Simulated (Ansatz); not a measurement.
# BeBi3 (built on the sites of a database entry of SrBi3): a soft mode frozen in, part 2 of 3

Aim: this structure of BeBi3 (built on the sites of a database entry of SrBi3) is to be tested for unstable modes, and one is followed downhill.

Ansatz 0.2.0; DFT PBEsol, scalar-relativistic, plane waves, norm-conserving pseudopotentials.

So far, highest frequency on the path or at a solved wavevector (cm⁻¹): step 2 (response at finite wavevector) 109. Also lowest frequency on the path (cm⁻¹): step 2 -158.

The structure was built from a prototype and need not be the compound's stable phase.

**6. Relaxation from the frozen mode**

Starting from the lowest point found, all atoms and the cell are let go, so that strain and other modes of the same symmetry can join in.

File input.yaml:

```yaml
crystal:
  lattice:
    - [4.7310176949, 0.0, 0.0]
    - [0.0, 4.7310176949, 0.0]
    - [0.0, 0.0, 4.7310176949]
  atoms:
    - { symbol: Be, position: [0.0, -0.1268226075, 0.0] }
    - { symbol: Bi, position: [0.5, 0.5014972483, 0.0] }
    - { symbol: Bi, position: [0.5, 0.0024746697, 0.5] }
    - { symbol: Bi, position: [0.0, 0.5014972483, 0.5] }
kpoints:
  mp_grid: { grid: [10, 10, 10] }
hamiltonian:
  xc: pbesol
  pseudopotentials: { kind: nc }
scf:
  occupations: { method: methfessel_paxton, width: 0.2 }
output:
  forces: true
  stress: true
  eigenvalues: true
  write_density: true
  write_potential: true
  elf: true
  volumetric_format: npy
relax:
  adjacent_minimum: "off"
  f_tol: 0.002
  max_steps: 120
  cell: { stress_tol: 0.03 }
```

On the command line:

```bash
$ ansatz run input.yaml --threads 8 --pin off --max-ram 14336MiB --backend cpu --events-out ev --progress --plain --runs-dir out
```

Numbers of over 12 decimals in the logs are rounded to 6 here.

Log:

```text
[...]
Crystal: 4 atoms, lattice volume = 105.892 Å³
Basis set: ecut = 1197.300995 eV, 9939 PW (Γ), exchange–correlation on 108×108×108 points (8 copies of the dense FFT grid, shifted against one another)
Bands: 30, of which v1, the nominal top of the filled ones, is band 25 counted from 1 (24 counted from 0)
Symmetry: 8 space group operations
[...]
k-points: 126 of 1000 (time reversal used)
[...]
SCF iter   1: F=—  HF=-7043.762339 eV  |F-HF|=—  |Δ(HF+E_count)|=         —  Δρ=1.50e-2  dr2=6.93e-1  ethr=3.10e-3  ⟨swp⟩=6.2  Hψ=15958  notcnv=0
[...]
SCF iter   8: F=-7043.584222 eV  HF=-7043.584222 eV  |F-HF|=6.68e-9  |Δ(HF+E_count)|=   4.33e-8  S|Δr|=    0.00e0  Δρ=3.40e-6  dr2=1.25e-8  ethr=2.04e-10  ⟨swp⟩=13.0  Hψ=30694  notcnv=0
SCF 1 converged in 8 iterations: F = -7043.584222 eV  dr2 = 1.25e-8
relax step   1: F+E_penalty+E_count = -7043.58422213 eV  Δ(F+E_penalty+E_count) = +0.000e0 eV  max|allowed force component| = 2.951e-1 eV/Å  Δτ_max = 0.0000 Å  P = +0.770 GPa  Ω = 105.892 Å³  (8 SCF iters, dr2 threshold 1.00e-7 eV, accepted)
Crystal: 4 atoms, lattice volume = 109.439 Å³
Basis set: ecut = 1197.300995 eV, 10331 PW (Γ), exchange–correlation on 108×108×108 points (8 copies of the dense FFT grid, shifted against one another)
[...]
iter 1 solved again at ethr=6.13e-5 eV; its pass at ethr=3.10e-3 eV (dr2=3.00e-2 eV) is discarded
[...]
SCF iter   6: F=-7043.672718 eV  HF=-7043.672718 eV  |F-HF|=9.02e-8  |Δ(HF+E_count)|=   2.95e-8  S|Δr|=    0.00e0  Δρ=1.29e-5  dr2=2.19e-7  ethr=8.16e-10  ⟨swp⟩=13.8  Hψ=34453  notcnv=0
SCF 2 converged in 6 iterations: F = -7043.672718 eV  dr2 = 2.19e-7
relax step   2: F+E_penalty+E_count = -7043.67271833 eV  Δ(F+E_penalty+E_count) = -8.850e-2 eV  max|allowed force component| = 2.967e-1 eV/Å  Δτ_max = 0.1950 Å  P = -0.251 GPa  Ω = 109.439 Å³  energy of the carried Pulay correction = -8.664e-5 eV  (6 SCF iters, dr2 threshold 4.00e-7 eV, accepted)
Crystal: 4 atoms, lattice volume = 109.036 Å³
Basis set: ecut = 1197.300995 eV, 10251 PW (Γ), exchange–correlation on 108×108×108 points (8 copies of the dense FFT grid, shifted against one another)
[...]
SCF iter   7: F=-7043.724418 eV  HF=-7043.724418 eV  |F-HF|=1.22e-8  |Δ(HF+E_count)|=   1.60e-8  S|Δr|=    0.00e0  Δρ=4.73e-6  dr2=4.61e-8  ethr=8.16e-10  ⟨swp⟩=11.9  Hψ=30769  notcnv=0
SCF 3 converged in 7 iterations: F = -7043.724418 eV  dr2 = 4.61e-8
relax step   3: F+E_penalty+E_count = -7043.72441848 eV  Δ(F+E_penalty+E_count) = -5.170e-2 eV  max|allowed force component| = 1.550e-1 eV/Å  Δτ_max = 0.1953 Å  P = +1.114 GPa  Ω = 109.036 Å³  energy of the carried Pulay correction = -7.692e-5 eV  (7 SCF iters, dr2 threshold 4.00e-7 eV, accepted)
[... from here on, the SCF cycles and remarks between the steps are left out ...]
relax step   4: F+E_penalty+E_count = -7043.78998607 eV  Δ(F+E_penalty+E_count) = -6.557e-2 eV  max|allowed force component| = 1.764e-1 eV/Å  Δτ_max = 0.1909 Å  P = +0.256 GPa  Ω = 113.173 Å³  energy of the carried Pulay correction = -1.748e-4 eV  (7 SCF iters, dr2 threshold 4.00e-7 eV, accepted)
relax step   5: F+E_penalty+E_count = -7043.88000715 eV  Δ(F+E_penalty+E_count) = -9.002e-2 eV  max|allowed force component| = 6.209e-2 eV/Å  Δτ_max = 0.1935 Å  P = +0.219 GPa  Ω = 115.191 Å³  energy of the carried Pulay correction = -2.212e-4 eV  (6 SCF iters, dr2 threshold 4.00e-7 eV, accepted)
relax step   6: F+E_penalty+E_count = -7043.95922557 eV  Δ(F+E_penalty+E_count) = -7.922e-2 eV  max|allowed force component| = 9.830e-3 eV/Å  Δτ_max = 0.1882 Å  P = -0.586 GPa  Ω = 116.478 Å³  energy of the carried Pulay correction = -2.504e-4 eV  (5 SCF iters, dr2 threshold 4.00e-7 eV, accepted)
relax step   7: F+E_penalty+E_count = -7043.98629066 eV  Δ(F+E_penalty+E_count) = -2.707e-2 eV  max|allowed force component| = 1.432e-1 eV/Å  Δτ_max = 0.0559 Å  P = -0.008 GPa  Ω = 113.404 Å³  energy of the carried Pulay correction = -1.801e-4 eV  (6 SCF iters, dr2 threshold 4.00e-7 eV, accepted)
relax step   8: F+E_penalty+E_count = -7043.99049247 eV  Δ(F+E_penalty+E_count) = -4.202e-3 eV  max|allowed force component| = 9.383e-2 eV/Å  Δτ_max = 0.0188 Å  P = -0.162 GPa  Ω = 113.022 Å³  energy of the carried Pulay correction = -1.713e-4 eV  (5 SCF iters, dr2 threshold 4.00e-7 eV, accepted)
relax step   9: F+E_penalty+E_count = -7043.98991350 eV  Δ(F+E_penalty+E_count) = +5.790e-4 eV  max|allowed force component| = 3.424e-2 eV/Å  Δτ_max = 0.1133 Å  P = +0.578 GPa  Ω = 110.993 Å³  energy of the carried Pulay correction = -1.237e-4 eV  (6 SCF iters, dr2 threshold 4.00e-7 eV, rejected (line search))
relax step  10: F+E_penalty+E_count = -7043.99414587 eV  Δ(F+E_penalty+E_count) = -3.653e-3 eV  max|allowed force component| = 1.840e-2 eV/Å  Δτ_max = 0.0558 Å  P = -0.055 GPa  Ω = 112.318 Å³  energy of the carried Pulay correction = -1.549e-4 eV  (9 SCF iters, accepted)
relax step  11: F+E_penalty+E_count = -7043.99431413 eV  Δ(F+E_penalty+E_count) = -1.683e-4 eV  max|allowed force component| = 5.038e-3 eV/Å  Δτ_max = 0.0203 Å  P = +0.011 GPa  Ω = 112.214 Å³  energy of the carried Pulay correction = -1.524e-4 eV  (6 SCF iters, dr2 threshold 2.34e-8 eV, accepted)
relax step  12: F+E_penalty+E_count = -7043.99434435 eV  Δ(F+E_penalty+E_count) = -3.022e-5 eV  max|allowed force component| = 1.487e-3 eV/Å  Δτ_max = 0.0036 Å  P = +0.008 GPa  Ω = 112.152 Å³  energy of the carried Pulay correction = -1.510e-4 eV  (5 SCF iters, dr2 threshold 1.59e-9 eV, accepted)
relax step  13: F+E_penalty+E_count = -7043.99436081 eV  Δ(F+E_penalty+E_count) = -1.646e-5 eV  max|allowed force component| = 8.099e-4 eV/Å  Δτ_max = 0.0050 Å  P = -0.005 GPa  Ω = 112.108 Å³  energy of the carried Pulay correction = -1.500e-4 eV  (8 SCF iters, accepted)
relax step  14: F+E_penalty+E_count = -7043.99436925 eV  Δ(F+E_penalty+E_count) = -8.438e-6 eV  max|allowed force component| = 7.207e-4 eV/Å  Δτ_max = 0.0058 Å  P = -0.000 GPa  Ω = 112.043 Å³  energy of the carried Pulay correction = -1.484e-4 eV  (9 SCF iters, accepted)
relax step  15: F+E_penalty+E_count = -7043.99437681 eV  Δ(F+E_penalty+E_count) = -7.566e-6 eV  max|allowed force component| = 7.726e-4 eV/Å  Δτ_max = 0.0086 Å  P = -0.003 GPa  Ω = 111.990 Å³  energy of the carried Pulay correction = -1.472e-4 eV  (9 SCF iters, accepted)
relax step  16: F+E_penalty+E_count = -7043.99996722 eV  Δ(F+E_penalty+E_count) = -5.590e-3 eV  max|allowed force component| = 8.331e-4 eV/Å  Δτ_max = 0.0000 Å  P = +0.095 GPa  Ω = 111.990 Å³  stress off target by 1.37e-1 GPa  SCF on the basis re-selected at this cell (its energy is not comparable with the rows above)  (6 SCF iters)
relax step  17: F+E_penalty+E_count = -7043.99874323 eV  Δ(F+E_penalty+E_count) = +1.224e-3 eV  max|allowed force component| = 3.462e-2 eV/Å  Δτ_max = 0.1975 Å  P = +0.156 GPa  Ω = 110.428 Å³  energy of the carried Pulay correction = +2.967e-5 eV  (7 SCF iters, dr2 threshold 4.71e-8 eV, rejected (line search))
relax step  18: F+E_penalty+E_count = -7044.00021266 eV  Δ(F+E_penalty+E_count) = -2.454e-4 eV  max|allowed force component| = 2.694e-3 eV/Å  Δτ_max = 0.0266 Å  P = -0.110 GPa  Ω = 112.260 Å³  energy of the carried Pulay correction = -6.596e-6 eV  (10 SCF iters, accepted)
relax step  19: F+E_penalty+E_count = -7044.00086894 eV  Δ(F+E_penalty+E_count) = -6.563e-4 eV  max|allowed force component| = 1.572e-2 eV/Å  Δτ_max = 0.0486 Å  P = -0.126 GPa  Ω = 111.949 Å³  energy of the carried Pulay correction = +1.082e-7 eV  (6 SCF iters, dr2 threshold 3.73e-8 eV, accepted)
relax step  20: F+E_penalty+E_count = -7044.00149250 eV  Δ(F+E_penalty+E_count) = -6.236e-4 eV  max|allowed force component| = 1.806e-2 eV/Å  Δτ_max = 0.0769 Å  P = -0.194 GPa  Ω = 111.621 Å³  energy of the carried Pulay correction = +6.684e-6 eV  (6 SCF iters, dr2 threshold 4.32e-8 eV, accepted)
relax step  21: F+E_penalty+E_count = -7044.00206128 eV  Δ(F+E_penalty+E_count) = -5.688e-4 eV  max|allowed force component| = 1.910e-3 eV/Å  Δτ_max = 0.0144 Å  P = -0.033 GPa  Ω = 111.401 Å³  energy of the carried Pulay correction = +1.161e-5 eV  (5 SCF iters, dr2 threshold 1.74e-7 eV, accepted)
relax step  22: F+E_penalty+E_count = -7044.00208716 eV  Δ(F+E_penalty+E_count) = -2.588e-5 eV  max|allowed force component| = 9.996e-4 eV/Å  Δτ_max = 0.0082 Å  P = +0.000 GPa  Ω = 111.347 Å³  energy of the carried Pulay correction = +1.276e-5 eV  (5 SCF iters, dr2 threshold 4.89e-9 eV, accepted)
[...]
SCF iter   1: F=—  HF=-7044.002182 eV  |F-HF|=—  |Δ(HF+E_count)|=         —  Δρ=7.79e-6  dr2=4.82e-9  ethr=3.58e-7  ⟨swp⟩=4.1  Hψ=29487  notcnv=0
eigensolver tolerance schedule: the retry pair's looser diagonalisation over-reported the residual by 36343.10 of it (diagonalisation noise at an unbounded share of the residual, at the tolerance the schedule requests for it); recorded, not acted on — ethr = c·dr2/N_el stays at c = 1.0e-1
SCF iter   2: F=—  HF=-7044.002088 eV  |F-HF|=—  |Δ(HF+E_count)|=   9.37e-5  S|Δr|=    0.00e0  Δρ=3.91e-6  dr2=1.50e-9  ethr=9.84e-12  ⟨swp⟩=5.0  Hψ=13336  notcnv=0
[...]
SCF iter   5: F=-7044.002088 eV  HF=-7044.002088 eV  |F-HF|=9.09e-13  |Δ(HF+E_count)|=  3.64e-12  S|Δr|=    0.00e0  Δρ=6.07e-8  dr2=3.45e-12  ethr=1.00e-12  ⟨swp⟩=7.0  Hψ=20775  notcnv=0
SCF 23 converged in 5 iterations: F = -7044.002088 eV  dr2 = 3.45e-12
relax step  23: F+E_penalty+E_count = -7044.00208806 eV  Δ(F+E_penalty+E_count) = -9.026e-7 eV  max|allowed force component| = 1.004e-3 eV/Å  Δτ_max = 0.0000 Å  P = +0.000 GPa  Ω = 111.347 Å³  stress off target by 1.20e-3 GPa  SCF on the basis re-selected at this cell (its energy is not comparable with the rows above)  (5 SCF iters)
[...]
SCF converged after 5 iterations
[...]
Free energy (F): -7044.002088 eV
[...]
Internal energy: -7043.999827 eV  (E = F + TS)
E sigma→0 (E₀):  -7044.001523 eV
Entropy (-TS):   -0.002261 eV (-0.565 meV/atom)
Fermi energy:    10.195436 eV
[...]
--- Forces (eV/Å), atoms counted from 1 ---
  atom   1  Be    -0.00000000    -0.00100381    -0.00000000
  atom   2  Bi     0.00000000     0.00043520    -0.00000000
  atom   3  Bi    -0.00000000     0.00013334    -0.00000000
  atom   4  Bi     0.00000000     0.00043520     0.00000000
  max |Σ_I F_I| component: 7.49e-8 eV/Å
--- Stress (GPa, compression-positive) ---
       -0.000071       0.000000      -0.000000
        0.000000       0.001195       0.000000
       -0.000000       0.000000      -0.000071
  P = ⅓ Tr σ = 0.0004 GPa (0.004 kbar)
--- Band table (eV; the first three rows and the last of 126) ---
  k-point 0: bands = [... 21 lower, 8.2764, 8.9301, 8.9301, 9.6988, 12.1108, 12.9473, 13.7205, 14.5471, ... 1 higher]
  k-point 1: bands = [... 21 lower, 8.3355, 8.6018, 8.7741, 10.1665, 12.0294, 12.9045, 13.7859, 14.1948, ... 1 higher]
  k-point 2: bands = [... 21 lower, 8.2842, 8.3716, 8.5089, 10.9518, 11.7137, 12.9333, 13.2634, 14.2157, ... 1 higher]
  k-point 125: bands = [... 21 lower, 5.9489, 5.9489, 9.7299, 12.4604, 12.4925, 14.0170, 14.0170, 14.2188, ... 1 higher]
--- Relaxed structure (21 steps of the walk, 19 accepted, 2 SCFs on fresh bases) ---
  F+E_penalty+E_count = -7044.00208806 eV   max|allowed force component| = 1.004e-3 eV/Å   (the final SCF, on the basis selected at the relaxed cell)
  cell:  # Å, volume = 111.3470 Å³
    - [5.269926, 0, 0.0]
    - [0, 4.009307, 0.0]
    - [0, 0.0, 5.269926]
  atoms:
    - { symbol: Be, position: [0, -0.403200, 0.0] }
    - { symbol: Bi, position: [0.5, 0.593626, 0.0] }
    - { symbol: Bi, position: [0.5, 0.094595, 0.5] }
    - { symbol: Bi, position: [0, 0.593626, 0.5] }
```

Run time: 7.3 min. Hardware: 8 threads of Arm Neoverse V2, shared host; peak memory 1.9 GiB.

The steps of the relaxation (22 of 23):

```csv
step,energy less that of the first step (eV),largest force component (eV/Å),pressure (GPa),volume (Å³)
1,0.0000,0.2952,0.77,105.89
2,-0.0885,0.2967,-0.25,109.44
3,-0.1402,0.1550,1.11,109.04
4,-0.2058,0.1764,0.26,113.17
5,-0.2958,0.0621,0.22,115.19
6,-0.3750,0.0098,-0.59,116.48
7,-0.4021,0.1432,-0.01,113.40
8,-0.4063,0.0938,-0.16,113.02
9,-0.4057,0.0342,0.58,110.99
10,-0.4099,0.0184,-0.06,112.32
11,-0.4101,0.0050,0.01,112.21
13,-0.4101,0.0008,-0.01,112.11
14,-0.4101,0.0007,0.00,112.04
15,-0.4102,0.0008,0.00,111.99
16*,-0.4157,0.0008,0.09,111.99
17,-0.4145,0.0346,0.16,110.43
18,-0.4160,0.0027,-0.11,112.26
19,-0.4166,0.0157,-0.13,111.95
20,-0.4173,0.0181,-0.19,111.62
21,-0.4178,0.0019,-0.03,111.40
22,-0.4179,0.0010,0.00,111.35
23*,-0.4179,0.0010,0.00,111.35
```

Relaxation steps marked * repeat the geometry before them on a plane-wave basis chosen anew for their cell, so energy and pressure can jump there. Other such steps can lie between the rows shown. Relaxation steps 9, 17 were tried and not accepted.

Forces are held to the 8 operations that the run works with; a distortion that breaks them can't arise in this run.

```csv
cell as run,before,after,change
a (Å),4.731,5.270,+11.4 %
b (Å),4.731,4.009,-15.3 %
c (Å),4.731,5.270,+11.4 %
volume (Å³/atom),26.47,27.84,+5.2 %
```

The atoms that moved most (Å, as changes of fractional coordinates times the final cell):

```csv
atom,dx,dy,dz,length
Be1,0.000,-1.108,0.000,1.108
Bi2,0.000,0.369,0.000,0.369
Bi4,0.000,0.369,0.000,0.369
Bi3,0.000,0.369,0.000,0.369
```

Final coordinates:

```xyz
4
Lattice="5.2699 0.0000 0.0000 0.0000 4.0093 0.0000 0.0000 0.0000 5.2699" Properties=species:S:1:pos:R:3 pbc="T T T"
Be    0.0000   -1.6166    0.0000
Bi    2.6350    2.3800    0.0000
Bi    2.6350    0.3793    2.6350
Bi    0.0000    2.3800    2.6350
```

This step gave:

```
pressure        : 3.51e-4 GPa
volume per atom : 27.84 Å³
```

Valence density in the ac plane at fractional y = 0.594, with atoms of Be and Bi within 0.2 Å of it. It is the smooth field of the valence electrons, not physical close to the nuclei.

Ten steps, logarithmic in the rise over the least value, from '0' (0 e/Å³) to '9' (15 e/Å³), each cell a mean:
```
731125777632115
211113566421111
111011333210011
211000111100012
432100000000123
763100000001246
675200000001367
575200000001367
774200000001357
542100000000135
221000000000112
111001222110011
111112455321111
521124777631113
951125756742127
```
Columns run along a (5.3 Å), rows up along c (5.3 Å). Atoms in or near the plane, at fractional coordinates: Be at (0.00, 0.00), Bi at (0.50, 0.00), Bi at (0.00, 0.50).

ELF in the ac plane at fractional y = 0.594, with atoms of Be and Bi within 0.2 Å of it. It is the smooth field of the valence electrons, not physical close to the nuclei.

Ten even steps from '0' (0.23 × 1e-1) to '9' (9.51 × 1e-1), each cell a mean:
```
714643312445624
235543444344542
664333333333356
654212333211345
443211122111344
443321111112334
034321111123342
034321111123341
343321111113343
433311111112333
544211222211344
764223333322356
455443344334454
315643433445631
934754300446627
```
Columns run along a (5.3 Å), rows up along c (5.3 Å). Atoms in or near the plane, at fractional coordinates: Be at (0.00, 0.00), Bi at (0.50, 0.00), Bi at (0.00, 0.50).

Electrostatic potential energy in the ac plane at fractional y = 0.594, with atoms of Be and Bi within 0.2 Å of it. With pseudopotentials it is smooth inside the atoms' cores, unlike the true potential.

Ten even steps from '0' (-75 eV) to '9' (13 eV), each cell a mean:
```
568986200479985
789997544689998
999999877899999
999999999999999
789999999999987
357999999999864
026899999999740
015899999999740
136899999999852
578999999999976
899999999999998
999999888999999
899998656799998
679997312589986
568985100379975
```
Columns run along a (5.3 Å; values clipped at the 3rd and 97th percentile), rows up along c (5.3 Å). Atoms in or near the plane, at fractional coordinates: Be at (0.00, 0.00), Bi at (0.50, 0.00), Bi at (0.00, 0.50).

The distorted start has space group P4mm; the relaxation ends in P4mm.

**7. The new phase in its own primitive cell**

The relaxed structure is symmetrised, reduced to its primitive cell and relaxed tightly, as its phonons need.

File input.yaml:

```yaml
crystal:
  lattice:
    - [5.2699261923, 0.0, 0.0]
    - [0.0, 5.2699261923, 0.0]
    - [0.0, 0.0, 4.009307261]
  atoms:
    - { symbol: Be, position: [0.0, 0.0, 0.4032001966] }
    - { symbol: Bi, position: [0.5, 0.0, 0.4063742988] }
    - { symbol: Bi, position: [0.5, 0.5, 0.9054046469] }
    - { symbol: Bi, position: [0.0, 0.5, 0.4063742988] }
kpoints:
  mp_grid: { grid: [8, 8, 10] }
hamiltonian:
  xc: pbesol
  pseudopotentials: { kind: nc }
scf:
  occupations: { method: methfessel_paxton, width: 0.2 }
output:
  forces: true
  stress: true
  eigenvalues: true
relax:
  adjacent_minimum: "off"
  f_tol: 0.001
  max_steps: 60
  cell: { stress_tol: 0.01 }
```

Log:

```text
[...]
Crystal: 4 atoms, lattice volume = 111.347 Å³
Basis set: ecut = 1197.300995 eV, 10447 PW (Γ), exchange–correlation on 120×120×96 points (8 copies of the dense FFT grid, shifted against one another)
Bands: 30, of which v1, the nominal top of the filled ones, is band 25 counted from 1 (24 counted from 0)
Symmetry: 8 space group operations
[...]
--- Relaxed structure (15 steps of the walk, 14 accepted, 1 SCFs on fresh bases) ---
[...]
cell:  # Å, volume = 111.8003 Å³
    - [5.256593, 0, 0]
    - [0, 5.256593, 0.0]
    - [0, 0.0, 4.046078]
  atoms:
    - { symbol: Be, position: [0, 0.0, 0.388479] }
    - { symbol: Bi, position: [0.5, 0, 0.417403] }
    - { symbol: Bi, position: [0.5, 0.5, 0.898068] }
    - { symbol: Bi, position: [0, 0.5, 0.417403] }
[key lines of the parts left out:]
SCF converged after 4 iterations
Free energy (F): -7044.010519 eV
Fermi energy:    10.162662 eV
P = ⅓ Tr σ = 0.0011 GPa (0.011 kbar)
```

Wall time 3.2 min (8 threads); peak memory 1.6 GiB.

Relaxation path:

```csv
step,energy less that of the first step (eV),largest force component (eV/Å),pressure (GPa),volume (Å³)
1,0.0000,0.0025,0.00,111.35
2,-0.0004,0.0015,0.05,111.42
3,-0.0004,0.0008,-0.09,111.80
4,-0.0005,0.0007,0.00,111.60
5,-0.0005,0.0008,0.00,111.60
6,-0.0005,0.0008,0.00,111.60
7,-0.0005,0.0016,-0.01,111.61
8,0.0002,0.0132,-0.07,111.68
9,-0.0006,0.0023,0.00,111.67
10,-0.0007,0.0025,-0.02,111.71
11,-0.0007,0.0013,-0.02,111.73
12,-0.0007,0.0011,-0.02,111.74
13,-0.0007,0.0014,-0.01,111.80
14,-0.0007,0.0010,0.01,111.78
15,-0.0007,0.0000,0.00,111.80
16*,-0.0007,0.0000,0.00,111.80
```

Relaxation steps marked * repeat the geometry before them on a plane-wave basis chosen anew for their cell, so energy and pressure can jump there. Relaxation step 8 was tried and not accepted.

The run keeps the 8 symmetry operations that it works with, so distortions that break them were not tested.

```csv
"conventional cell, symmetrised",before,after,change
a (Å),5.270,5.257,-0.3 %
b (Å),5.270,5.257,-0.3 %
c (Å),4.009,4.046,+0.9 %
volume (Å³/atom),27.84,27.95,+0.4 %
```

The atoms that moved most (Å, as changes of fractional coordinates times the final cell):

```csv
atom,dx,dy,dz,length
Be1,0.000,0.000,-0.060,0.060
Bi2,0.000,0.000,0.045,0.045
Bi4,0.000,0.000,0.045,0.045
Bi3,0.000,0.000,-0.030,0.030
```

Final coordinates:

```xyz
4
Lattice="5.2566 0.0000 0.0000 0.0000 5.2566 0.0000 0.0000 0.0000 4.0461" Properties=species:S:1:pos:R:3 pbc="T T T"
Be    0.0000    0.0000    1.5718
Bi    2.6283    0.0000    1.6888
Bi    2.6283    2.6283    3.6337
Bi    0.0000    2.6283    1.6888
```

This step gave:

```yaml
pressure: 0.001071 GPa
volume_per_atom: 27.95 Å³
```

The largest force component left is 0.046 meV/Å and the pressure is 0.001 GPa, within the tolerances set. The cell now holds 27.95 Å³/atom.

[end of part 2 of 3]

[Logs are printed without paths, hosts, clocks, repeated set-up lines and the standing remarks that a program may print on its own settings, such as how far it seeks lower states.]

[Hosts, paths, dates, database ids (printed as entryN), source tags and the programs' standing remarks are cut or masked in the printed files.]
